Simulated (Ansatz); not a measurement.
# Sr3Al: relaxing a made-up structure

Starting from a made-up structure for Sr3Al, the aim is the relaxed cell, its shortest contacts and, where a second run follows, its electronic structure.

Program: Ansatz 0.2.0. Level of theory: DFT, PBE, plane-wave PAW, default files, scalar-relativistic, no spin, cell and ions relaxed at zero pressure, in the first sound run; inputs show where later runs differ. Results are calculated unless marked as measured.

### Step 1. Starting point

It takes space group Fm-3m (No. 225, cubic). The conventional cell has a = 8.521 Å, b = 8.521 Å, c = 8.521 Å, α = 90.00°, β = 90.00°, γ = 90.00°. Sr has 4 Al at 3.69 Å and 4 Sr at 3.69 Å nearest. Sr has 8 Sr at 3.69 Å nearest. Nearest to Al lie 8 Sr at 3.69 Å. Farther neighbours are not listed.

Coordinates:

```cif
data_structure
_symmetry_space_group_name_H-M 'P 1'
_symmetry_Int_Tables_number 1
_cell_length_a 6.0253
_cell_length_b 6.0253
_cell_length_c 6.0253
_cell_angle_alpha 60.000
_cell_angle_beta 60.000
_cell_angle_gamma 60.000
_cell_volume 154.67
loop_
_atom_site_label
_atom_site_type_symbol
_atom_site_fract_x
_atom_site_fract_y
_atom_site_fract_z
_atom_site_occupancy
Sr1 Sr 0.75000 0.75000 0.75000 1
Sr2 Sr 0.50000 0.50000 0.50000 1
Sr3 Sr 0.25000 0.25000 0.25000 1
Al4 Al 0.00000 0.00000 0.00000 1
```

### Step 2. Relaxation of the guess

The guess takes its coordinates from another compound and its volume from a rule, so the cell and any free coordinates are relaxed together.

File input.yaml:

```yaml
crystal:
  lattice:
    - [0.0, 4.2605, 4.2605]
    - [4.2605, 0.0, 4.2605]
    - [4.2605, 4.2605, 0.0]
  atoms:
    - { symbol: Sr, position: [0.75, 0.75, 0.75] }
    - { symbol: Sr, position: [0.5, 0.5, 0.5] }
    - { symbol: Sr, position: [0.25, 0.25, 0.25] }
    - { symbol: Al, position: [0.0, 0.0, 0.0] }
kpoints:
  mp_grid: { grid: [6, 6, 6] }
scf:
  occupations: { method: fermi_dirac, width: 0.05 }
hamiltonian:
  xc: pbe
  pseudopotentials: { kind: paw }
relax:
  f_tol: 0.015
  max_steps: 70
  cell: {}
output:
  forces: true
  stress: true
```

Command:

```sh
$ ansatz run input.yaml --threads 4 --pin off --max-ram 8192MiB --backend cpu --events-out ev --progress --plain --runs-dir out
```

Numbers of over 12 decimals in the logs are rounded to 6 here.

What it wrote:

```text
Engine: ansatz 0.2.0, aarch64-unknown-linux-gnu
Pseudopotentials: kind: paw
Pseudopotential: Sr, paw, valence charge 10, recommended cutoff 420 eV (normal), Sr.paw.azcp
Pseudopotential: Al, paw, valence charge 3, recommended cutoff 420 eV (normal), Al.paw.azcp
Functional definition: PBE
  parameter kappa = 0.804
  parameter beta = 0.066725
  exchange = pbe_x(kappa = kappa, mu = beta*pi^2/3)
  correlation = pbe_c(beta = beta)
Crystal: 4 atoms, lattice volume = 154.672 Å³
Basis set: ecut = 420 eV, 2975 PW (Γ), exchange–correlation on 90×90×90 points (8 copies of the dense FFT grid, shifted against one another)
Bands: 21, of which v1, the nominal top of the filled ones, is band 17 counted from 1 (16 counted from 0)
Symmetry: 48 space group operations
Space group: Fm-3m (ITA 225), of the structure as read, at distance tolerance 5.4e-5 Å
k-points: 16 of 216
Non-local potential: Sr, projectors of the file, l = 0: 3, l = 1: 2, l = 2: 2
Non-local potential: Al, projectors of the file, l = 0: 2, l = 1: 2, l = 2: 1
PAW form: soft (Blöchl's): semilocal exchange-correlation on the pseudo side does not see the compensation charge
PAW one-centre angular grid: Sr, 110 points (default); XC on 64 Gauss nodes
PAW one-centre angular grid: Al, 110 points (default); XC on 64 Gauss nodes
Initial density: superposition of atomic densities (neutral atoms: chi_scale 0, normalization atom), corrected by the library's trained network
Initial wavefunctions: pseudopotential atomic-orbital guess
Functional: x = pbe(κ = 0.804, μ = 0.219515), c = pbe(β = 0.066725)
SCF iter   1: F=—  HF=-11169.911714 eV  |F-HF|=—  |Δ(HF+E_count)|=         —  Δρ=1.75e-3  dr2=1.59e-2  ethr=1.77e-3  ⟨swp⟩=9.7  Hψ=2127  notcnv=0
preconditioner: auto → Kerker (q_TF=auto, 2.109 Å⁻¹)  [metal: Δε(μ)=0.032 eV  Ē_g=2.874 eV  σ=0.050 eV  W_gap=0.16  n_scr=26 (ndim 8)  ℏωp=9.0 eV  f_vac=0.000  D(μ)=2.89/eV (n_scr^D=14)]
SCF iter   2: F=—  HF=-11169.911258 eV  |F-HF|=—  |Δ(HF+E_count)|=   4.56e-4  Δρ=1.02e-3  dr2=5.07e-3  ethr=4.81e-5  ⟨swp⟩=2.2  Hψ=637  notcnv=0
SCF iter   3: F=—  HF=-11169.910804 eV  |F-HF|=—  |Δ(HF+E_count)|=   4.54e-4  Δρ=2.97e-4  dr2=1.71e-4  ethr=1.54e-5  ⟨swp⟩=2.0  Hψ=411  notcnv=0
SCF iter   4: F=—  HF=-11169.910814 eV  |F-HF|=—  |Δ(HF+E_count)|=   1.08e-5  Δρ=6.37e-5  dr2=1.24e-5  ethr=5.18e-7  ⟨swp⟩=2.3  Hψ=496  notcnv=0
SCF iter   5: F=—  HF=-11169.910906 eV  |F-HF|=—  |Δ(HF+E_count)|=   9.15e-5  Δρ=2.66e-5  dr2=1.53e-6  ethr=3.76e-8  ⟨swp⟩=2.2  Hψ=449  notcnv=0
SCF iter   6: F=-11169.910906 eV  HF=-11169.910906 eV  |F-HF|=2.00e-8  |Δ(HF+E_count)|=   3.54e-7  Δρ=4.83e-6  dr2=4.26e-8  ethr=3.03e-10  ⟨swp⟩=4.1  Hψ=1572  notcnv=0
SCF 1 converged in 6 iterations: F = -11169.910906 eV  dr2 = 4.26e-8
  greatest PAW one-centre occupation: 0.988 electrons in one spin orbital (limit 2), on the Sr atom at site 1 (counted from 0), in its partial waves of l = 0
relax step   1: F+E_penalty+E_count = -11169.91090550 eV  Δ(F+E_penalty+E_count) = +0.000e0 eV  max|allowed force component| = 2.313e-17 eV/Å  Δτ_max = 0.0000 Å  P = -0.036 GPa  Ω = 154.672 Å³  (6 SCF iters, dr2 threshold 1.00e-7 eV, accepted)
Initial density: handed on by an earlier stage of this run
Initial wavefunctions: pseudopotential atomic-orbital guess (no wavefunctions were taken with the density)
iter 1 solved again at ethr=2.05e-7 eV; its pass at ethr=3.10e-3 eV (dr2=6.75e-5 eV) is discarded
SCF iter   1: F=—  HF=-11169.910816 eV  |F-HF|=—  |Δ(HF+E_count)|=         —  Δρ=4.75e-6  dr2=4.06e-8  ethr=2.05e-7  ⟨swp⟩=4.8  Hψ=3423  notcnv=0
eigensolver tolerance schedule: the retry pair's looser diagonalisation over-reported the residual by 1660.39 of it (diagonalisation noise at 0.12 of the residual, at the tolerance the schedule requests for it); recorded, not acted on — ethr = c·dr2/N_el stays at c = 1.0e-1
preconditioner: auto → Kerker (q_TF=auto, 2.109 Å⁻¹)  [metal: Δε(μ)=0.035 eV  Ē_g=2.841 eV  σ=0.050 eV  W_gap=0.17  n_scr=26 (ndim 8)  ℏωp=9.0 eV  f_vac=0.000  D(μ)=3.07/eV (n_scr^D=14)]
SCF iter   2: F=—  HF=-11169.910906 eV  |F-HF|=—  |Δ(HF+E_count)|=   9.00e-5  Δρ=3.00e-6  dr2=2.05e-8  ethr=1.23e-10  ⟨swp⟩=2.6  Hψ=685  notcnv=0
SCF iter   3: F=—  HF=-11169.910906 eV  |F-HF|=—  |Δ(HF+E_count)|=   3.56e-9  Δρ=6.76e-7  dr2=9.00e-10  ethr=6.20e-11  ⟨swp⟩=2.2  Hψ=504  notcnv=0
SCF iter   4: F=—  HF=-11169.910906 eV  |F-HF|=—  |Δ(HF+E_count)|=  9.46e-11  Δρ=2.99e-7  dr2=1.67e-10  ethr=2.73e-12  ⟨swp⟩=2.0  Hψ=416  notcnv=0
SCF iter   5: F=-11169.910906 eV  HF=-11169.910906 eV  |F-HF|=5.46e-12  |Δ(HF+E_count)|=  3.82e-11  Δρ=4.42e-8  dr2=7.19e-12  ethr=1.00e-12  ⟨swp⟩=6.0  Hψ=1327  notcnv=0
SCF 2 converged in 5 iterations: F = -11169.910906 eV  dr2 = 7.19e-12
relax step   2: F+E_penalty+E_count = -11169.91090552 eV  Δ(F+E_penalty+E_count) = -1.254e-8 eV  max|allowed force component| = 2.776e-17 eV/Å  Δτ_max = 0.0000 Å  P = -0.036 GPa  Ω = 154.672 Å³  stress off target by 3.57e-2 GPa  SCF on the basis re-selected at this cell (its energy is not comparable with the rows above)  (5 SCF iters)
basis re-selected at this cell: Δ(F+E_penalty+E_count) = -1.254e-8 eV, ΔP = -0.000 GPa vs the last step (what re-selecting the basis moved, of the pressure what is left beyond the Pulay correction that the steps carried, after the strain that the cell walked since its last selection, with what the two solves' SCF thresholds leave and, on support functions, any second-order correction that the steps lacked; it is no m [...]
SCF converged after 5 iterations
Free energy (F): -11169.910906 eV
Harris-Foulkes:  -11169.910906 eV  (|F-HF|=5.46e-12)
Internal energy: -11169.885217 eV  (E = F + TS)
E sigma→0 (E₀):  -11169.898061 eV
Entropy (-TS):   -0.025689 eV (-6.422 meV/atom)
Fermi energy:    6.367191 eV
--- Per-component energies (eV) ---
  E_band       = -353.193162
  E_kinetic    = 749.410526
  E_local      = -2198.416886  (includes V_loc(G=0)·N_el)
  E_nonlocal   = 617.772797
  E_hartree    = 555.830605
  E_xc         = -554.538127
  E_vxc        = -508.310849  (∫ρ·V_xc dr)
  E_paw        = -8551.133647  (= ΣΔE_a)
  E_vpaw       = -125.310022  (= ΣTr[D̂ρ^β])
  E_aug_tail   = -0.000005  (compensation charges beyond the density's cutoff)
  E_ewald      = -1788.810480
  E_smearing   = -0.025689  (= −TS)
  E_closure    = -0.000000  (closes the sum)
  Σ components = -11169.910906   (vs F -11169.910906, Δ=0.00e0)
--- Forces (eV/Å), atoms counted from 1 ---
  atom   1  Sr    -0.00000000    -0.00000000     0.00000000
  atom   2  Sr    -0.00000000    -0.00000000     0.00000000
  atom   3  Sr    -0.00000000     0.00000000     0.00000000
  atom   4  Al    -0.00000000     0.00000000     0.00000000
  max |Σ_I F_I| component: 3.70e-17 eV/Å
--- Stress (GPa, compression-positive) ---
       -0.035652      -0.000000      -0.000000
       -0.000000      -0.035652      -0.000000
       -0.000000       0.000000      -0.035652
  P = ⅓ Tr σ = -0.0357 GPa (-0.357 kbar)
--- Relaxed structure (1 steps of the walk, 1 accepted, 1 SCFs on fresh bases) ---
  F+E_penalty+E_count = -11169.91090552 eV   max|allowed force component| = 2.776e-17 eV/Å   (the final SCF, on the basis selected at the relaxed cell)
  cell:  # Å, volume = 154.6720 Å³
    - [0.0, 4.2605, 4.2605]
    - [4.2605, 0.0, 4.2605]
    - [4.2605, 4.2605, 0.0]
  atoms:
    - { symbol: Sr, position: [0.75, 0.75, 0.75] }
    - { symbol: Sr, position: [0.5, 0.5, 0.5] }
    - { symbol: Sr, position: [0.25, 0.25, 0.25] }
    - { symbol: Al, position: [0.0, 0.0, 0.0] }
```

Run time: 1.3 s. Hardware: 4 threads of Arm Neoverse V2, shared host; peak memory 0.44 GiB; 4.6 s of CPU time.

Little changed from the start: no atom moved by 0.005 Å and no cell edge by 0.1 %.

Numbers from this step:

- free energy: -11169.9109 eV
- energy at zero smearing: -11169.8981 eV
- smearing term TS: 0.02569 eV
- Fermi energy: 6.367 eV
- electrons: 33
- symmetry operations: 48
- pressure: -0.03565 GPa

The shortest distance of each pair, which need not be the same contact before and after:

```csv
pair,guess (Å),relaxed (Å)
Sr–Sr,3.690,3.690
Al–Sr,3.690,3.690
```

### Step 3. Electronic structure of the relaxed cell

A second self-consistent run takes a narrower smearing and the mesh shown in its input; the bands follow along the standard path of the relaxed lattice.

This step: DFT, PBE, plane-wave PAW, default files, scalar-relativistic, no spin, bands and density of states at the relaxed cell (Ansatz 0.2.0).

input.yaml, the sections that differ from step 2:

```yaml
kpoints:
  mp_grid: { grid: [6, 6, 6] }
  band_path:
    path:
      - [[0.0, 0.0, 0.0], [0.5, 0.0, 0.5], [0.5, 0.25, 0.75], [0.375, 0.375, 0.75], [0.0, 0.0, 0.0], [0.5, 0.5, 0.5], [0.625, 0.25, 0.625], [0.5, 0.25, 0.75], [0.5, 0.5, 0.5], [0.375, 0.375, 0.75]]
      - [[0.625, 0.25, 0.625], [0.5, 0.0, 0.5]]
    npoints: 8
scf:
  occupations: { method: fermi_dirac, width: 0.03 }
  n_extra_bands: 8
output:
  forces: true
  stress: true
  write_bands: true
  dos: { projected: true }
  write_density: true
  write_potential: true
  elf: true
  volumetric_format: npy
# crystal, hamiltonian: as in step 2
# relax: removed
```

What it wrote:

```text
[...]
Crystal: 4 atoms, lattice volume = 154.672 Å³
Basis set: ecut = 420 eV, 2975 PW (Γ), exchange–correlation on 90×90×90 points (8 copies of the dense FFT grid, shifted against one another)
Bands: 25, of which v1, the nominal top of the filled ones, is band 17 counted from 1 (16 counted from 0)
Symmetry: 48 space group operations
[...]
k-points: 16 of 216
[...]
SCF iter   1: F=—  HF=-11169.903727 eV  |F-HF|=—  |Δ(HF+E_count)|=         —  Δρ=1.77e-3  dr2=1.71e-2  ethr=1.77e-3  ⟨swp⟩=12.7  Hψ=2808  notcnv=0
[...]
SCF iter   6: F=-11169.902727 eV  HF=-11169.902727 eV  |F-HF|=1.30e-8  |Δ(HF+E_count)|=   2.26e-7  Δρ=3.81e-6  dr2=3.38e-8  ethr=3.03e-10  ⟨swp⟩=14.8  Hψ=3424  notcnv=0
SCF 1 converged in 6 iterations: F = -11169.902727 eV  dr2 = 3.38e-8
[...]
NSCF: frozen V_eff on 82 k-points
SCF converged after 6 iterations
Free energy (F): -11169.902727 eV
[...]
Internal energy: -11169.893665 eV  (E = F + TS)
E sigma→0 (E₀):  -11169.898196 eV
Entropy (-TS):   -0.009061 eV (-2.265 meV/atom)
Fermi energy:    6.376428 eV
[...]
--- Stress (GPa, compression-positive) ---
       -0.066971       0.000000      -0.000000
       -0.000000      -0.066971      -0.000000
       -0.000000      -0.000000      -0.066971
  P = ⅓ Tr σ = -0.0670 GPa (-0.670 kbar)
--- Band table (eV; the first three rows and the last of 16) ---
  k-point 0: bands = [... 13 lower, 5.8242, 5.8242, 5.8242, 6.3321, 6.3321, 6.4706, 7.4717, 7.4717, ... 4 higher]
  k-point 1: bands = [... 13 lower, 5.0406, 5.7248, 5.7248, 6.6173, 6.6173, 7.1222, 7.4622, 7.4622, ... 4 higher]
  k-point 2: bands = [... 13 lower, 4.2291, 5.6537, 5.6537, 6.8016, 7.1133, 7.1133, 7.4824, 7.4824, ... 4 higher]
  k-point 15: bands = [... 13 lower, 4.4160, 5.0202, 5.1877, 6.2701, 6.8735, 7.4556, 7.9021, 8.0595, ... 4 higher]
```

It took 2.2 s on 4 threads; peak memory 0.47 GiB.

Reading the cycles: dr2 is the Hartree energy of the density residual (eV), the measure of convergence; HF is the Harris–Foulkes estimate of the energy, which meets the free energy F at convergence.

This step gave:

```yaml
free_energy: -11169.9027 eV
energy_at_zero_smearing: -11169.8982 eV
smearing_term_ts: 0.009061 eV
fermi_energy: 6.376 eV
pressure: -0.06697 GPa
```

bands.tsv at the labelled points (eV, zero at the Fermi level; the bands that come nearest the Fermi level along the path):

| point | band 14 | band 15 | band 16 | band 17 | band 18 | band 19 | band 20 | band 21 |
| --- | --- | --- | --- | --- | --- | --- | --- | --- |
| Γ | -0.55 | -0.55 | -0.55 | -0.04 | -0.04 | 0.09 | 1.10 | 1.10 |
| X | -2.19 | -0.98 | -0.68 | -0.27 | -0.27 | 1.39 | 1.44 | 1.44 |
| W | -1.70 | -1.70 | -1.25 | -0.06 | 0.86 | 0.86 | 1.56 | 1.61 |
| K | -1.93 | -1.68 | -0.59 | -0.47 | 0.68 | 1.07 | 1.59 | 1.61 |
| Γ | -0.55 | -0.55 | -0.55 | -0.04 | -0.04 | 0.09 | 1.10 | 1.10 |
| L | -2.56 | -0.73 | -0.73 | 0.71 | 0.75 | 1.04 | 1.04 | 1.11 |
| U | -1.93 | -1.68 | -0.59 | -0.47 | 0.68 | 1.07 | 1.59 | 1.61 |
| W | -1.70 | -1.70 | -1.25 | -0.06 | 0.86 | 0.86 | 1.56 | 1.61 |
| L | -2.56 | -0.73 | -0.73 | 0.71 | 0.75 | 1.04 | 1.04 | 1.11 |
| K | -1.93 | -1.68 | -0.59 | -0.47 | 0.68 | 1.07 | 1.59 | 1.61 |
| U | -1.93 | -1.68 | -0.59 | -0.47 | 0.68 | 1.07 | 1.59 | 1.61 |
| X | -2.19 | -0.98 | -0.68 | -0.27 | -0.27 | 1.39 | 1.44 | 1.44 |

States per cell as run, both spins, in windows of 1 eV, from dos.tsv (zero at the Fermi level):

```
from  to  total
  -8  -7   0.00
  -7  -6   0.00
  -6  -5   0.07
  -5  -4   1.93
  -4  -3   0.00
  -3  -2   1.61
  -2  -1   1.62
  -1   0   3.80
   0   1   4.37
   1   2   6.20
```

A further 24.0 states lie below the table's range.

Electrostatic potential energy in the ac plane of the conventional cell at fractional y = 0.000, with atoms of Sr and Al within 0.2 Å of it. With pseudopotentials it is smooth inside the atoms' cores, unlike the true potential.

Values in eV, 13 rows by 16 columns, each cell a mean:
```
 -7  -6   6   9   8   4 -13 -59 -65 -27   1   7   9   8  -2  -8
  1   5   9   9   8   6   2  -5  -7   0   5   8   9   9   7   2
  9   9   9   8   8   8   7   7   7   7   8   8   8   9   9   9
  8   8   8   8   8   9   9   9   9   9   9   8   8   8   8   8
  0   3   6   8   9   9   8   5   5   7   9   9   8   7   4   0
-52 -18   2   8   9   8   0  -9  -8  -4   7   9   8   4  -8 -45
-72 -39   0   7   9   7  -5  -5  -1  -9   5   9   8   3 -20 -70
-36 -10   3   8   9   9   3  -7  -7  -1   8   9   8   5  -4 -29
  3   5   7   8   9   9   9   7   7   8   9   9   8   7   5   3
  9   9   8   8   8   8   9   9   9   9   9   8   8   8   9   9
  9   9   9   9   8   7   7   5   5   6   7   8   8   9   9   9
 -4   3   8   9   8   6   0 -14 -19  -4   4   8   9   9   5  -3
 -3  -8   5   9   8   4 -18 -68 -71 -35   0   7   9   8  -4  -6
```
Columns run along a (8.5 Å; values clipped at the 3rd and 97th percentile), rows up along c (8.5 Å), edges of the conventional cell, whose origin can differ from the input's. Atoms in or near the plane, at fractional coordinates: Sr at (0.50, 0.00), Sr at (0.00, 0.50), Al at (0.00, 0.00), Al at (0.50, 0.50).

Valence density in the ac plane of the conventional cell at fractional y = 0.000, with atoms of Sr and Al within 0.2 Å of it. It is the smooth field of the valence electrons, not physical close to the nuclei.

Values in e/Å³, 13 rows by 16 columns, each cell a mean:
```
0.1 0.2 0.1 0.1 0.1 0.1 0.7 2.2 2.3 1.2 0.2 0.1 0.1 0.1 0.2 0.1
0.2 0.1 0.1 0.1 0.1 0.1 0.1 0.4 0.5 0.2 0.1 0.1 0.1 0.1 0.1 0.2
0.1 0.1 0.1 0.1 0.0 0.0 0.1 0.1 0.1 0.1 0.1 0.0 0.0 0.1 0.1 0.1
0.1 0.1 0.1 0.0 0.0 0.1 0.1 0.1 0.1 0.1 0.1 0.0 0.0 0.0 0.1 0.1
0.3 0.1 0.1 0.1 0.1 0.1 0.1 0.1 0.1 0.1 0.1 0.1 0.1 0.1 0.1 0.2
2.0 0.9 0.1 0.1 0.1 0.1 0.2 0.1 0.1 0.2 0.1 0.1 0.1 0.1 0.5 1.8
2.2 1.6 0.2 0.1 0.1 0.1 0.2 0.1 0.1 0.1 0.1 0.1 0.1 0.1 1.0 2.4
1.5 0.6 0.1 0.1 0.1 0.1 0.2 0.2 0.2 0.2 0.1 0.1 0.1 0.1 0.4 1.3
0.1 0.1 0.1 0.0 0.1 0.1 0.1 0.1 0.1 0.1 0.1 0.1 0.0 0.1 0.1 0.1
0.1 0.1 0.1 0.0 0.0 0.1 0.1 0.1 0.1 0.1 0.1 0.0 0.0 0.1 0.1 0.1
0.1 0.1 0.1 0.1 0.0 0.0 0.1 0.1 0.1 0.1 0.1 0.0 0.1 0.1 0.1 0.1
0.2 0.2 0.1 0.1 0.1 0.1 0.2 0.8 0.9 0.4 0.1 0.1 0.1 0.1 0.1 0.2
0.1 0.2 0.1 0.1 0.1 0.1 0.9 2.4 2.3 1.5 0.2 0.1 0.1 0.1 0.2 0.1
```
Columns run along a (8.5 Å), rows up along c (8.5 Å), edges of the conventional cell, whose origin can differ from the input's. Atoms in or near the plane, at fractional coordinates: Sr at (0.50, 0.00), Sr at (0.00, 0.50), Al at (0.00, 0.00), Al at (0.50, 0.50).

ELF in the ac plane of the conventional cell at fractional y = 0.000, with atoms of Sr and Al within 0.2 Å of it. It is the smooth field of the valence electrons, not physical close to the nuclei.

Values, 13 rows by 16 columns, each cell a mean:
```
0.25 0.57 0.76 0.68 0.45 0.17 0.63 0.71 0.64 0.76 0.24 0.33 0.65 0.74 0.68 0.30
0.74 0.75 0.68 0.55 0.40 0.18 0.19 0.46 0.51 0.26 0.13 0.34 0.52 0.64 0.73 0.74
0.71 0.65 0.51 0.33 0.25 0.29 0.31 0.29 0.28 0.30 0.31 0.26 0.29 0.45 0.62 0.70
0.40 0.41 0.35 0.25 0.25 0.41 0.58 0.66 0.67 0.62 0.47 0.29 0.23 0.32 0.40 0.41
0.34 0.18 0.16 0.32 0.46 0.60 0.71 0.76 0.76 0.73 0.64 0.50 0.37 0.20 0.14 0.29
0.75 0.67 0.20 0.33 0.63 0.72 0.72 0.40 0.34 0.64 0.74 0.66 0.46 0.15 0.53 0.79
0.37 0.80 0.31 0.32 0.66 0.75 0.63 0.24 0.30 0.46 0.76 0.70 0.45 0.20 0.72 0.55
0.78 0.55 0.15 0.34 0.60 0.70 0.74 0.54 0.49 0.71 0.73 0.64 0.45 0.15 0.41 0.75
0.21 0.15 0.20 0.31 0.40 0.55 0.68 0.75 0.75 0.71 0.60 0.44 0.33 0.23 0.16 0.20
0.52 0.50 0.39 0.25 0.23 0.37 0.54 0.61 0.61 0.57 0.43 0.26 0.22 0.34 0.48 0.52
0.73 0.68 0.55 0.38 0.29 0.27 0.22 0.20 0.20 0.21 0.25 0.28 0.34 0.50 0.65 0.72
0.64 0.74 0.70 0.60 0.43 0.16 0.27 0.63 0.68 0.41 0.14 0.34 0.56 0.68 0.75 0.68
0.27 0.50 0.76 0.70 0.45 0.18 0.69 0.63 0.47 0.78 0.29 0.32 0.66 0.75 0.66 0.23
```
Columns run along a (8.5 Å), rows up along c (8.5 Å), edges of the conventional cell, whose origin can differ from the input's. Atoms in or near the plane, at fractional coordinates: Sr at (0.50, 0.00), Sr at (0.00, 0.50), Al at (0.00, 0.00), Al at (0.50, 0.50).

### Step 4. Outcome

| Property | Result |
| --- | --- |
| space group, relaxed | Fm-3m |
| conventional cell | a = 8.521, b = 8.521, c = 8.521 Å; α = 90.0°, β = 90.0°, γ = 90.0° |
| volume per atom | 38.67 Å³ (guess 38.67) |

**Reading.** Sr3Al relaxes to Fm-3m with a = 8.521, b = 8.521 and c = 8.521 Å. The guessed volume was near the relaxed one. The space group Fm-3m was held in the relaxation, so the end point is a stationary structure within it and may be a saddle against distortions or other arrangements. Bands cross the Fermi level, so it is a metal or semimetal at this level. The electron count is odd, which forces that without spin polarisation or a larger cell. On the 6×6×6 mesh with the narrower smearing (relaxed on 6×6×6) the forces vanish, as symmetry may demand, and the largest stress component is 0.067 GPa, against the relaxation's thresholds of 0.015 eV/Å and 0.05 GPa. The cutoff wasn't tested. No dispersion term is used, so weakly bound directions may come out too long. Nothing here tests whether the compound is stable against decomposition.

[Logs are printed without paths, hosts, clocks, repeated set-up lines and the standing remarks that a program may print on its own settings, such as how far it seeks lower states.]

[Hosts, paths, dates, database ids (printed as entryN), source tags and the programs' standing remarks are cut or masked in the printed files.]
